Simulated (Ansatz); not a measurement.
# How the geometry moves the gap of Al2O3 (Corundum), part 2 of 2

How far does the choice of cell move the gap? The case is Al2O3 (Corundum).

Ansatz 0.2.0; PBE, HSE06 and G0W0, plane waves, PAW. Known limits of the many-body steps: short of the basis limit.

So far. Step 4 (PBE at the relaxed cell): The gap is direct, at Γ. Step 5 (HSE06 at the relaxed cell): The gap stands +1.84 eV against PBE.

## Step 6: G0W0 at the relaxed cell

G0W0 replaces the xc potential by the self-energy, built once from these orbitals. Only a window of levels is corrected, while the sums run over the empty bands that the input names.

This step: G0W0 on PBE, plane waves, PAW.

Contents of input.yaml:

```yaml
crystal:
  lattice:
    - [2.4043564038, 1.3881558169, 4.3744954554]
    - [-2.4043564038, 1.3881558169, 4.3744954554]
    - [0.0, -2.7763116339, 4.3744954554]
  atoms:
    - { symbol: Al, position: [0.352145786, 0.352145786, 0.352145786] }
    - { symbol: Al, position: [0.147854214, 0.147854214, 0.147854214] }
    - { symbol: Al, position: [0.647854214, 0.647854214, 0.647854214] }
    - { symbol: Al, position: [0.852145786, 0.852145786, 0.852145786] }
    - { symbol: O, position: [0.5561701124, 0.9438298876, 0.25] }
    - { symbol: O, position: [0.25, 0.5561701124, 0.9438298876] }
    - { symbol: O, position: [0.9438298876, 0.25, 0.5561701124] }
    - { symbol: O, position: [0.4438298876, 0.0561701124, 0.75] }
    - { symbol: O, position: [0.75, 0.4438298876, 0.0561701124] }
    - { symbol: O, position: [0.0561701124, 0.75, 0.4438298876] }
kpoints:
  mp_grid: { grid: [4, 4, 4] }
hamiltonian:
  xc: pbe
scf:
  occupations: { method: fixed }
gw:
  n_empty_bands: 169
  ecut_chi: 90
  qp_bands: [v3, c3]
  qp_kpoints: band_edges
  screening: { model: contour_deformation }
```

Run with:

```
> ansatz run input.yaml --threads 3 --pin off --max-ram 92160MiB --backend cuda --events-out ev --progress --plain --runs-dir out --devices 1 --max-vram 13GiB
```

The log of the run:

```text
GPUs: using 1 of 1 available (devices: 1).
[...]
GPU FFT provider: cuFFT
GPU libraries: cuBLAS 13.8.2, cuFFT 12.4.0, cuSOLVER 12.3.4
Crystal: 10 atoms, lattice volume = 87.602 Å³
Basis set: ecut = 420 eV, 1707 PW (Γ)
Bands: 34, of which v1, the nominal top of the filled ones, is band 24 counted from 1 (23 counted from 0)
Symmetry: 12 space group operations
[...]
k-points: 13 of 64
[...]
1    23      7.2270   -26.6981     4.5575   -21.0384  0.8064     6.1160     6.1247  root
[...]
12    24      7.0081   -26.6335     4.5888   -20.9066  0.8058     5.8604     5.8700  root
    12    25     15.7171   -10.6381    -4.0815   -16.2689  0.8435    17.2801    17.2665  root
    12    26     15.7171   -10.6381    -4.0815   -16.2689  0.8435    17.2801    17.2665  root
    12    27     18.2303    -7.0724    -4.4269   -12.9487  0.8537    19.6925    19.6797  root
[key lines of the parts left out:]
SCF converged after 6 iterations
Free energy (F): -5569.608707 eV
Fermi energy:    7.360008 eV
```

Run time: 15 s. Hardware: 1 × NVIDIA H100 80GB HBM3 (shared by 6 runs) with 3 threads of AMD EPYC 7R13 (Zen 3), shared host; peak memory 1.1 GiB.

Read from the output:

```yaml
bands_summed: 193
rpa_eps_infinity_on_this_mesh_eigenvalues: 3.141, 3.161, 3.161
plane_waves_in_the_screening_matrix: 169
g0w0_gap_on_the_mesh: 8.230 eV
k_of_the_valence_top: 0, 0, 0
k_of_the_conduction_bottom: 0, 0, 0
starting_gap_on_the_mesh: 5.851 eV
least_direct_g0w0_gap_on_the_computed_points: 8.230 eV
```

The gap on the mesh goes from 5.85 eV to 8.23 eV, a correction of +2.38 eV. Between the two edge states, bare exchange in place of the xc potential would open the gap by 10.64 eV, and correlation takes back 8.26 eV.

## Step 7: G0W0 at the given cell

Contents of input.yaml:

```yaml
crystal:
  lattice:
    - [2.38025, 1.3742379782, 4.3318666667]
    - [-2.38025, 1.3742379782, 4.3318666667]
    - [0.0, -2.7484759565, 4.3318666667]
  atoms:
    - { symbol: Al, position: [0.35216, 0.35216, 0.35216] }
    - { symbol: Al, position: [0.14784, 0.14784, 0.14784] }
    - { symbol: Al, position: [0.64784, 0.64784, 0.64784] }
    - { symbol: Al, position: [0.85216, 0.85216, 0.85216] }
    - { symbol: O, position: [0.55668, 0.94332, 0.25] }
    - { symbol: O, position: [0.25, 0.55668, 0.94332] }
    - { symbol: O, position: [0.94332, 0.25, 0.55668] }
    - { symbol: O, position: [0.44332, 0.05668, 0.75] }
    - { symbol: O, position: [0.75, 0.44332, 0.05668] }
    - { symbol: O, position: [0.05668, 0.75, 0.44332] }
kpoints:
  mp_grid: { grid: [4, 4, 4] }
hamiltonian:
  xc: pbe
scf:
  occupations: { method: fixed }
gw:
  n_empty_bands: 164
  ecut_chi: 90
  qp_bands: [v3, c3]
  qp_kpoints: band_edges
  screening: { model: contour_deformation }
```

The log of the run:

```text
GPUs: using 1 of 1 available (devices: 1).
[...]
GPU FFT provider: cuFFT
GPU libraries: cuBLAS 13.8.2, cuFFT 12.4.0, cuSOLVER 12.3.4
Crystal: 10 atoms, lattice volume = 85.018 Å³
Basis set: ecut = 420 eV, 1653 PW (Γ)
Bands: 34, of which v1, the nominal top of the filled ones, is band 24 counted from 1 (23 counted from 0)
Symmetry: 12 space group operations
[...]
k-points: 13 of 64
[...]
1    23      7.5967   -26.8143     4.5569   -21.1261  0.8103     6.4567     6.4654  root
[...]
12    24      7.3684   -26.7487     4.5898   -20.9898  0.8097     6.1897     6.1992  root
    12    25     16.4293   -10.5419    -4.1221   -16.2397  0.8466    18.0184    18.0050  root
    12    26     16.4293   -10.5419    -4.1221   -16.2397  0.8466    18.0184    18.0050  root
    12    27     18.8590    -7.1141    -4.4304   -13.0268  0.8564    20.3540    20.3413  root
[key lines of the parts left out:]
SCF converged after 6 iterations
Free energy (F): -5569.550833 eV
Fermi energy:    7.750965 eV
```

Run time: 18 s. Hardware: 1 × NVIDIA H100 80GB HBM3 (shared by 6 runs) with 3 threads; peak memory 1.1 GiB.

Numbers from this step:

| Property | Result |
| --- | --- |
| bands summed | 188 |
| RPA ε∞ on this mesh (eigenvalues) | 3.106, 3.125, 3.125 |
| plane waves in the screening matrix | 169 |
| G0W0 gap on the mesh | 8.665 eV |
| k of the valence top | 0, 0, 0 |
| k of the conduction bottom | 0, 0, 0 |
| starting gap on the mesh | 6.217 eV |
| least direct G0W0 gap on the computed points | 8.665 eV |

The gap on the mesh goes from 6.22 eV to 8.67 eV, a correction of +2.45 eV. Between the two edge states, bare exchange in place of the xc potential would open the gap by 10.78 eV, and correlation takes back 8.33 eV.

## Step 8: Together

G0W0 rows are gaps on the mesh, lowered where the mesh misses an edge of the band path.

| level | given cell (eV) | relaxed cell (eV) | change (eV) |
| --- | --- | --- | --- |
| PBE | 6.22 | 5.85 | −0.37 |
| HSE06 | - | 7.69 | - |
| G0W0@PBE | 8.67 | 8.23 | −0.44 |

## Step 9: Results

```json
{
 "volume change": "+3.0 %",
 "PBE, given cell": "6.22 eV",
 "PBE, relaxed cell": "5.85 eV",
 "HSE06, relaxed cell": "7.69 eV",
 "G0W0@PBE, relaxed cell": "8.23 eV",
 "G0W0@PBE, given cell": "8.67 eV",
 "known limits": "short of the basis limit"
}
```

What this shows: Relaxation changes the volume by +3.0 % and the gap by −0.37 eV (PBE) and −0.44 eV (G0W0@PBE). Against experiment, by G0W0@PBE at the given cell: the gap of 8.67 eV lies −0.03 eV from the measured 8.7 eV (optical, quoted 2018). An exciton line or allowed optical edge lies below the quasiparticle gap by the binding energy; a forbidden edge can push the onset above it. The calculation has static nuclei and no excitons; a measured gap holds zero-point and thermal motion, which mostly lowers it. Bands and cutoff are finite, so the gap stands short of the basis limit, usually by up to a few tenths of an eV; the mesh is an error of its own.

[Long decimals in the printed logs are rounded to 6 places.]

[Logs are printed without paths, hosts, clocks, repeated set-up lines and the standing remarks that a program may print on its own settings, such as how far it seeks lower states.]

[Paths, hosts, dates, memory and timing lines, banners, echoed tables and standing remarks are left out of the program output; an Ansatz launch command may be rebuilt from the run's recorded settings. Measured values are a selection of at most five: reports struck by readers or far from the other reports are left out. None is set beside runs whose start may be inverted or whose files or cutoffs have a known fault.]

[Runs of the session that timed out or met a known fault of the program may be left out.]

[Cells called generated may have been cut or substituted from an entry of the Crystallography Open Database or the Materials Project.]

[Hosts, paths, dates, database ids (printed as entryN), source tags and the programs' standing remarks are cut or masked in the printed files.]

[Where the starting crystal was built by hand or by swapping elements, it need not be the compound's stable phase.]
